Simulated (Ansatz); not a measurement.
# What LiMgF3 (model cell, started as cubic perovskite with Mg in the octahedra) distorts into, part 2 of 3

Which phase does LiMgF3 (model cell, started as cubic perovskite with Mg in the octahedra) fall into along its unstable mode, and how much energy does it gain?

Ansatz 0.2.0; DFT PBEsol, scalar-relativistic, plane waves, PAW; PAW set soft_1.

So far, highest frequency on the path or at a solved wavevector (cm⁻¹): step 2 (response at finite wavevector) 663. Also lowest frequency on the path (cm⁻¹): step 2 -228.

The structure was built from a prototype and need not be the compound's stable phase.

## (6) Relaxing from the distorted cell

Starting from the lowest point found, all atoms and the cell are let go, so that strain and other modes of the same symmetry can join in.

Input file input.yaml:

```yaml
crystal:
  lattice:
    - [3.8727366541, 0.0, 0.0]
    - [0.0, 3.8727366541, 0.0]
    - [0.0, 0.0, 3.8727366541]
  atoms:
    - { symbol: Li, position: [0.0894484166, -0.0894484166, -0.0894484166] }
    - { symbol: Mg, position: [0.502722594, 0.497277406, 0.497277406] }
    - { symbol: F, position: [0.4824434872, 0.5175565128, 0.0010449952] }
    - { symbol: F, position: [0.4824434872, 0.0010449952, 0.5175565128] }
    - { symbol: F, position: [-0.0010449952, 0.5175565128, 0.5175565128] }
kpoints:
  mp_grid: { grid: [8, 8, 8] }
hamiltonian:
  xc: pbesol
  pseudopotentials: { kind: paw, azcp: { folder: soft_1 }, xc_functional: pbe }
scf:
  occupations: { method: fixed }
output:
  forces: true
  stress: true
  eigenvalues: true
  write_density: true
  write_potential: true
  elf: true
  volumetric_format: npy
relax:
  adjacent_minimum: "off"
  f_tol: 0.002
  max_steps: 120
  cell: { stress_tol: 0.03 }
```

The run is started by

```bash
> ansatz run input.yaml --threads 8 --pin off --max-ram 16384MiB --backend cpu --events-out ev --progress --plain --runs-dir out
```

Numbers of over 12 decimals in the logs are rounded to 6 here.

Log:

```text
[...]
Crystal: 5 atoms, lattice volume = 58.084 Å³
Basis set: ecut = 420 eV, 1141 PW (Γ), exchange–correlation on 54×54×54 points (8 copies of the dense FFT grid, shifted against one another)
Bands: 22, of which v1, the nominal top of the filled ones, is band 17 counted from 1 (16 counted from 0)
Symmetry: 6 space group operations
[...]
k-points: 65 of 512 (time reversal used)
[...]
SCF iter   1: F=—  HF=-4525.053183 eV  |F-HF|=—  |Δ(HF+E_count)|=         —  Δρ=1.01e-1  dr2=4.24e0  ethr=3.10e-3  ⟨swp⟩=4.8  Hψ=6278  notcnv=0  defer=181
[...]
SCF iter   8: F=-4523.682317 eV  HF=-4523.682316 eV  |F-HF|=1.09e-7  |Δ(HF+E_count)|=   1.87e-6  Δρ=7.10e-6  dr2=2.59e-8  ethr=2.94e-10  ⟨swp⟩=14.9  Hψ=11845  notcnv=0
SCF 1 converged in 8 iterations: F = -4523.682317 eV  dr2 = 2.59e-8
  Residual-converged pass: ⟨swp⟩=1.0  Hψ=1691  notcnv=0  max |occ|·‖R‖ = 7.0e-9 eV (tolerance 1.0e-8 eV)  dr2=2.59e-8  dr2_onsite=1.56e-9  max |Δocc| = 0.0e0
[...]
relax step   1: F+E_penalty+E_count = -4523.68231652 eV  Δ(F+E_penalty+E_count) = +0.000e0 eV  max|allowed force component| = 2.792e-1 eV/Å  Δτ_max = 0.0000 Å  P = +0.961 GPa  Ω = 58.084 Å³  (8 SCF iters, dr2 threshold 1.00e-7 eV, accepted)
Crystal: 5 atoms, lattice volume = 58.684 Å³
Basis set: ecut = 420 eV, 1171 PW (Γ), exchange–correlation on 54×54×54 points (8 copies of the dense FFT grid, shifted against one another)
[...]
iter 1 solved again at ethr=3.55e-5 eV; its pass at ethr=3.10e-3 eV (dr2=1.21e-2 eV) is discarded
[...]
SCF iter   6: F=-4523.734667 eV  HF=-4523.734667 eV  |F-HF|=2.66e-7  |Δ(HF+E_count)|=   1.42e-6  Δρ=1.60e-5  dr2=1.31e-7  ethr=1.47e-9  ⟨swp⟩=13.5  Hψ=11649  notcnv=0
SCF 2 converged in 6 iterations: F = -4523.734667 eV  dr2 = 1.31e-7
[...]
relax step   2: F+E_penalty+E_count = -4523.73466714 eV  Δ(F+E_penalty+E_count) = -5.235e-2 eV  max|allowed force component| = 2.715e-1 eV/Å  Δτ_max = 0.0731 Å  P = +0.464 GPa  Ω = 58.684 Å³  energy of the carried Pulay correction = -1.398e-3 eV  (6 SCF iters, dr2 threshold 5.00e-7 eV, accepted)
Crystal: 5 atoms, lattice volume = 59.409 Å³
[...]
SCF iter   6: F=-4523.833938 eV  HF=-4523.833935 eV  |F-HF|=2.67e-6  |Δ(HF+E_count)|=   1.05e-5  Δρ=2.33e-5  dr2=4.06e-7  ethr=1.47e-9  ⟨swp⟩=14.6  Hψ=13527  notcnv=0
SCF 3 converged in 6 iterations: F = -4523.833938 eV  dr2 = 4.06e-7
[...]
relax step   3: F+E_penalty+E_count = -4523.83393806 eV  Δ(F+E_penalty+E_count) = -9.927e-2 eV  max|allowed force component| = 2.200e-1 eV/Å  Δτ_max = 0.1946 Å  P = +1.193 GPa  Ω = 59.409 Å³  energy of the carried Pulay correction = -3.069e-3 eV  (6 SCF iters, dr2 threshold 5.00e-7 eV, accepted)
[... from here on, the SCF cycles and remarks between the steps are left out ...]
relax step   4: F+E_penalty+E_count = -4523.83984754 eV  Δ(F+E_penalty+E_count) = -5.909e-3 eV  max|allowed force component| = 1.052e-1 eV/Å  Δτ_max = 0.0842 Å  P = -0.244 GPa  Ω = 61.332 Å³  energy of the carried Pulay correction = -7.403e-3 eV  (6 SCF iters, dr2 threshold 5.00e-7 eV, accepted)
relax step   5: F+E_penalty+E_count = -4523.84570087 eV  Δ(F+E_penalty+E_count) = -5.853e-3 eV  max|allowed force component| = 2.756e-2 eV/Å  Δτ_max = 0.0489 Å  P = -0.332 GPa  Ω = 60.909 Å³  energy of the carried Pulay correction = -6.462e-3 eV  (5 SCF iters, dr2 threshold 5.00e-7 eV, accepted)
relax step   6: F+E_penalty+E_count = -4523.84688037 eV  Δ(F+E_penalty+E_count) = -1.180e-3 eV  max|allowed force component| = 1.791e-2 eV/Å  Δτ_max = 0.0051 Å  P = +0.173 GPa  Ω = 60.593 Å³  energy of the carried Pulay correction = -5.753e-3 eV  (5 SCF iters, dr2 threshold 5.00e-7 eV, accepted)
relax step   7: F+E_penalty+E_count = -4523.84667950 eV  Δ(F+E_penalty+E_count) = +2.009e-4 eV  max|allowed force component| = 3.852e-3 eV/Å  Δτ_max = 0.0008 Å  P = -0.016 GPa  Ω = 60.745 Å³  energy of the carried Pulay correction = -6.095e-3 eV  (4 SCF iters, dr2 threshold 1.36e-7 eV, accepted)
relax step   8: F+E_penalty+E_count = -4523.84671885 eV  Δ(F+E_penalty+E_count) = -3.935e-5 eV  max|allowed force component| = 1.136e-3 eV/Å  Δτ_max = 0.0005 Å  P = +0.006 GPa  Ω = 60.731 Å³  energy of the carried Pulay correction = -6.062e-3 eV  (5 SCF iters, dr2 threshold 2.69e-9 eV, accepted)
relax step   9: F+E_penalty+E_count = -4523.85726711 eV  Δ(F+E_penalty+E_count) = -1.055e-2 eV  max|allowed force component| = 6.115e-4 eV/Å  Δτ_max = 0.0000 Å  P = +0.337 GPa  Ω = 60.731 Å³  stress off target by 6.32e-1 GPa  SCF on the basis re-selected at this cell (its energy is not comparable with the rows above)  (7 SCF iters)
relax step  10: F+E_penalty+E_count = -4523.85730390 eV  Δ(F+E_penalty+E_count) = -3.678e-5 eV  max|allowed force component| = 4.351e-3 eV/Å  Δτ_max = 0.0069 Å  P = +0.047 GPa  Ω = 61.037 Å³  energy of the carried Pulay correction = -6.805e-4 eV  (5 SCF iters, dr2 threshold 5.00e-7 eV, accepted)
relax step  11: F+E_penalty+E_count = -4523.85721757 eV  Δ(F+E_penalty+E_count) = +8.633e-5 eV  max|allowed force component| = 4.085e-3 eV/Å  Δτ_max = 0.0022 Å  P = +0.012 GPa  Ω = 61.078 Å³  energy of the carried Pulay correction = -7.746e-4 eV  (5 SCF iters, dr2 threshold 6.57e-9 eV, accepted)
relax step  12: F+E_penalty+E_count = -4523.85719114 eV  Δ(F+E_penalty+E_count) = +2.643e-5 eV  max|allowed force component| = 1.153e-4 eV/Å  Δτ_max = 0.0010 Å  P = -0.001 GPa  Ω = 61.094 Å³  energy of the carried Pulay correction = -8.125e-4 eV  (6 SCF iters, dr2 threshold 1.04e-9 eV, accepted)
relax step  13: F+E_penalty+E_count = -4523.85801029 eV  Δ(F+E_penalty+E_count) = -8.192e-4 eV  max|allowed force component| = 9.566e-5 eV/Å  Δτ_max = 0.0000 Å  P = +0.008 GPa  Ω = 61.094 Å³  stress off target by 3.21e-2 GPa  SCF on the basis re-selected at this cell (its energy is not comparable with the rows above)  (6 SCF iters)
relax step  14: F+E_penalty+E_count = -4523.85798957 eV  Δ(F+E_penalty+E_count) = +2.072e-5 eV  max|allowed force component| = 2.842e-5 eV/Å  Δτ_max = 0.0005 Å  P = -0.000 GPa  Ω = 61.105 Å³  energy of the carried Pulay correction = -2.333e-5 eV  (5 SCF iters, dr2 threshold 2.57e-9 eV, accepted)
[...]
SCF iter   7: F=-4523.858004 eV  HF=-4523.858004 eV  |F-HF|=1.82e-12  |Δ(HF+E_count)|=  9.09e-12  Δρ=1.60e-7  dr2=4.43e-12  ethr=1.00e-12  ⟨swp⟩=10.8  Hψ=8080  notcnv=0
SCF 15 converged in 7 iterations: F = -4523.858004 eV  dr2 = 4.43e-12
relax step  15: F+E_penalty+E_count = -4523.85800401 eV  Δ(F+E_penalty+E_count) = -1.444e-5 eV  max|allowed force component| = 4.140e-5 eV/Å  Δτ_max = 0.0000 Å  P = +0.000 GPa  Ω = 61.105 Å³  stress off target by 2.72e-3 GPa  SCF on the basis re-selected at this cell (its energy is not comparable with the rows above)  (7 SCF iters)
[...]
SCF converged after 7 iterations
Free energy (F): -4523.858004 eV
[...]
Internal energy: -4523.858004 eV  (E = F + TS)
E sigma→0 (E₀):  -4523.858004 eV
Fermi energy:    0.261926 eV
[...]
--- Forces (eV/Å), atoms counted from 1 ---
  atom   1  Li     0.00003891    -0.00003891    -0.00003891
  atom   2  Mg    -0.00003302     0.00003302     0.00003302
  atom   3  F     -0.00000384     0.00000384     0.00001065
  atom   4  F     -0.00000384     0.00001065     0.00000384
  atom   5  F     -0.00001065     0.00000384     0.00000384
  max |Σ_I F_I| component: 1.25e-5 eV/Å
--- Stress (GPa, compression-positive) ---
        0.000080      -0.001320      -0.001320
       -0.001320       0.000080       0.001320
       -0.001320       0.001320       0.000080
  P = ⅓ Tr σ = 0.0001 GPa (0.001 kbar)
--- Band table (eV; the first three rows and the last of 65) ---
  k-point 0: bands = [... 13 lower, -0.4768, -0.2614, -0.2455, -0.2455, 6.4598, 12.5171, 13.0589, 13.0589, ... 1 higher]
  k-point 1: bands = [... 13 lower, -0.5569, -0.3308, -0.3120, -0.2513, 6.6789, 12.3273, 12.9886, 13.1842, ... 1 higher]
  k-point 2: bands = [... 13 lower, -0.8388, -0.4445, -0.4284, -0.2586, 7.2692, 11.4535, 13.4099, 13.4702, ... 1 higher]
  k-point 64: bands = [... 13 lower, -0.9794, 0.0126, 0.0126, 0.2619, 9.7731, 12.7215, 12.7215, 12.9261, ... 1 higher]
--- Relaxed structure (12 steps of the walk, 12 accepted, 3 SCFs on fresh bases) ---
  F+E_penalty+E_count = -4523.85800401 eV   max|allowed force component| = 4.140e-5 eV/Å   (the final SCF, on the basis selected at the relaxed cell)
  cell:  # Å, volume = 61.1051 Å³
    - [3.939834, -0.065490, -0.065490]
    - [-0.065490, 3.939834, 0.065490]
    - [-0.065490, 0.065490, 3.939834]
  atoms:
    - { symbol: Li, position: [0.136889, -0.136889, -0.136889] }
    - { symbol: Mg, position: [0.500407, 0.499593, 0.499593] }
    - { symbol: F, position: [0.463521, 0.536479, 0.00832444] }
    - { symbol: F, position: [0.463521, 0.00832444, 0.536479] }
    - { symbol: F, position: [-0.00832444, 0.536479, 0.536479] }
```

It took 11 s on 8 threads of INTEL XEON PLATINUM 8581C at 2.30GHz (Emerald Rapids), shared host; peak memory 0.55 GiB; 75 s of CPU time.

Step by step:

```csv
step,energy less that of the first step (eV),largest force component (eV/Å),pressure (GPa),volume (Å³)
1,0.0000,0.2792,0.96,58.08
2,-0.0523,0.2715,0.46,58.68
3,-0.1516,0.2200,1.19,59.41
4,-0.1575,0.1052,-0.24,61.33
5,-0.1634,0.0276,-0.33,60.91
6,-0.1646,0.0179,0.17,60.59
7,-0.1644,0.0039,-0.02,60.75
8,-0.1644,0.0011,0.01,60.73
9*,-0.1750,0.0006,0.34,60.73
10,-0.1750,0.0044,0.05,61.04
11,-0.1749,0.0041,0.01,61.08
12,-0.1749,0.0001,0.00,61.09
13*,-0.1757,0.0001,0.01,61.09
14,-0.1757,0.0000,0.00,61.11
15*,-0.1757,0.0000,0.00,61.11
```

Relaxation steps marked * repeat the geometry before them on a plane-wave basis chosen anew for their cell, so energy and pressure can jump there.

Forces are held to the 6 operations that the run works with; a distortion that breaks them can't arise in this run.

| conventional cell, symmetrised | before | after | change |
| --- | --- | --- | --- |
| a (Å) | 5.477 | 5.479 | +0.0 % |
| b (Å) | 5.477 | 5.479 | +0.0 % |
| c (Å) | 6.708 | 7.051 | +5.1 % |
| volume (Å³/atom) | 11.62 | 12.22 | +5.2 % |

The atoms that moved most (Å, as changes of fractional coordinates times the final cell):

| atom | dx | dy | dz | length |
| --- | --- | --- | --- | --- |
| Li1 | 0.193 | -0.193 | -0.193 | 0.334 |
| F4 | -0.076 | 0.031 | 0.076 | 0.112 |
| F5 | -0.031 | 0.076 | 0.076 | 0.112 |
| F3 | -0.076 | 0.076 | 0.031 | 0.112 |
| Mg2 | -0.009 | 0.009 | 0.009 | 0.016 |

Final coordinates:

```xyz
5
Lattice="3.9398 -0.0655 -0.0655 -0.0655 3.9398 0.0655 -0.0655 0.0655 3.9398" Properties=species:S:1:pos:R:3 pbc="T T T"
Li    0.5572   -0.5572   -0.5572
Mg    1.9061    1.9683    1.9683
F     1.7905    2.0838    0.0376
F     1.7905    0.0376    2.0838
F    -0.1031    2.1493    2.1493
```

Numbers from this step:

```
pressure          : 7.98e-5 GPa
gap on the k-mesh : 6.198 eV
volume per atom   : 12.22 Å³
```

Electrostatic potential energy in the ac plane at fractional y = 0.500, with atoms of Mg and F within 0.2 Å of it. With pseudopotentials it is smooth inside the atoms' cores, unlike the true potential.

Ten even steps from '_' (-71 eV) to '@' (8 eV), each cell a mean:
```
@@@@@@@@%%++====**@@@@@@@@@@
@@@@@@@@@@##****%%@@@@@@@@@@
@@@@@@@@@@@@@@@@@@@@@@@@@@@@
%%@@@@@@@@@@%%%%%%@@@@@@@@@@
++**@@@@%%##++==++##@@@@##**
--==##@@%%==..__..++%%%%++==
--==##@@##::______==%%%%++--
++**%%@@##--____..++%%@@##++
%%@@@@@@%%**--::==##@@@@@@%%
@@@@@@@@@@%%####%%%%@@@@@@@@
@@@@@@@@@@@@%%%%@@@@@@@@@@@@
@@@@@@@@@@%%****%%@@@@@@@@@@
@@@@@@@@%%++====**@@@@@@@@@@
@@@@@@@@##==----++@@@@@@@@@@
```
Columns run along a (3.9 Å; values clipped at the 3rd and 97th percentile), rows up along c (3.9 Å). Atoms in or near the plane, at fractional coordinates: Mg at (0.50, 0.50), F at (0.46, 0.01), F at (0.99, 0.54).

Valence density in the ac plane at fractional y = 0.500, with atoms of Mg and F within 0.2 Å of it. It is the smooth field of the valence electrons, not physical close to the nuclei.

Values in e/Å³, 14 rows by 14 columns, each cell a mean:
```
 0  0  0  0  1  4  7  6  3  1  0  0  0  0
 0  0  0  0  1  2  3  2  1  0  0  0  0  0
 0  0  0  0  0  0  1  1  0  0  0  0  0  0
 1  1  0  0  0  0  0  0  0  0  0  0  0  1
 4  2  1  0  0  0  1  2  1  0  0  0  1  3
10  5  2  0  0  2  9 14  8  1  0  1  3  8
11  6  2  0  0  5 18 26 14  2  0  1  4  9
 5  3  1  0  0  3 12 18  9  1  0  1  2  4
 1  1  0  0  0  1  3  5  2  0  0  0  1  1
 0  0  0  0  0  0  0  0  0  0  0  0  0  0
 0  0  0  0  0  0  1  1  0  0  0  0  0  0
 0  0  0  0  0  1  2  2  1  0  0  0  0  0
 0  0  0  0  1  4  7  7  3  1  0  0  0  0
 0  0  0  0  2  6 11 10  4  1  0  0  0  0
```
Columns run along a (3.9 Å), rows up along c (3.9 Å). Atoms in or near the plane, at fractional coordinates: Mg at (0.50, 0.50), F at (0.46, 0.01), F at (0.99, 0.54).

ELF in the ac plane at fractional y = 0.500, with atoms of Mg and F within 0.2 Å of it. It is the smooth field of the valence electrons, not physical close to the nuclei.

Ten even steps from '_' (0.01) to '@' (0.80), each cell a mean:
```
____..++@@@@%%@@@@%%==______
..____--##@@@@@@@@**::____..
++--..__--**##**++::__..--++
@@%%==..__......______--##@@
@@@@%%--____::::::__..**@@@@
##@@@@++__::------::::%%@@%%
##@@@@++..--::..--::::%%@@%%
@@@@%%--__----::--::..##@@@@
@@@@**::__..----::__..++%%@@
**++::______....______::++**
::..__..--++****++--____..::
______--##@@@@@@@@##::______
____::**@@@@%%@@@@%%++..____
____--##@@@@##%%@@@@++..____
```
Columns run along a (3.9 Å), rows up along c (3.9 Å). Atoms in or near the plane, at fractional coordinates: Mg at (0.50, 0.50), F at (0.46, 0.01), F at (0.99, 0.54).

The distorted start has space group R3m; the relaxation ends in R3m.

## (7) The new phase in its own primitive cell

The relaxed structure is symmetrised, reduced to its primitive cell and relaxed tightly, as its phonons need.

Input file input.yaml:

```yaml
crystal:
  lattice:
    - [2.7395749918, 1.581694359, 2.3502848342]
    - [-2.7395749918, 1.581694359, 2.3502848342]
    - [0.0, -3.163388718, 2.3502848342]
  atoms:
    - { symbol: Li, position: [0.1368885733, 0.1368885733, 0.1368885733] }
    - { symbol: Mg, position: [0.5004068269, 0.5004068269, 0.5004068269] }
    - { symbol: F, position: [0.4635210134, 0.9916755627, 0.4635210134] }
    - { symbol: F, position: [0.9916755627, 0.4635210134, 0.4635210134] }
    - { symbol: F, position: [0.4635210134, 0.4635210134, 0.9916755627] }
kpoints:
  mp_grid: { grid: [6, 6, 6] }
hamiltonian:
  xc: pbesol
  pseudopotentials: { kind: paw, azcp: { folder: soft_1 }, xc_functional: pbe }
scf:
  occupations: { method: fixed }
output:
  forces: true
  stress: true
  eigenvalues: true
relax:
  adjacent_minimum: "off"
  f_tol: 0.001
  max_steps: 60
  cell: { stress_tol: 0.01 }
```

Log:

```text
[...]
Crystal: 5 atoms, lattice volume = 61.105 Å³
Basis set: ecut = 420 eV, 1201 PW (Γ), exchange–correlation on 54×54×54 points (8 copies of the dense FFT grid, shifted against one another)
Bands: 22, of which v1, the nominal top of the filled ones, is band 17 counted from 1 (16 counted from 0)
Symmetry: 6 space group operations
[...]
k-points: 32 of 216 (time reversal used)
[...]
cell:  # Å, volume = 61.1051 Å³
    - [2.739575, 1.581694, 2.3502848342]
    - [-2.739575, 1.581694, 2.3502848342]
    - [0.0, -3.163389, 2.3502848342]
  atoms:
    - { symbol: Li, position: [0.1368885733, 0.1368885733, 0.1368885733] }
    - { symbol: Mg, position: [0.5004068269, 0.5004068269, 0.5004068269] }
    - { symbol: F, position: [0.463521, 0.991676, 0.463521] }
    - { symbol: F, position: [0.991676, 0.463521, 0.463521] }
    - { symbol: F, position: [0.463521, 0.463521, 0.9916755627] }
[key lines of the parts left out:]
SCF converged after 8 iterations
Free energy (F): -4523.857988 eV
Fermi energy:    0.261934 eV
P = ⅓ Tr σ = -0.0003 GPa (-0.003 kbar)
```

Run time: 1 s. Hardware: 8 threads; peak memory 0.47 GiB.

Little changed from the start: no atom moved by 0.005 Å and no cell edge by 0.1 %.

This step gave:

```
pressure           : -2.65e-4 GPa
direct gap on mesh : 6.705 eV
```

The largest force component left is 0.079 meV/Å and the pressure is 0.000 GPa, within the tolerances set. The cell now holds 12.22 Å³/atom.

(Continued in part 3 of 3.)

[Logs are printed without paths, hosts, clocks, repeated set-up lines and the standing remarks that a program may print on its own settings, such as how far it seeks lower states.]

[Hosts, paths, dates, database ids (printed as entryN), source tags and the programs' standing remarks are cut or masked in the printed files.]
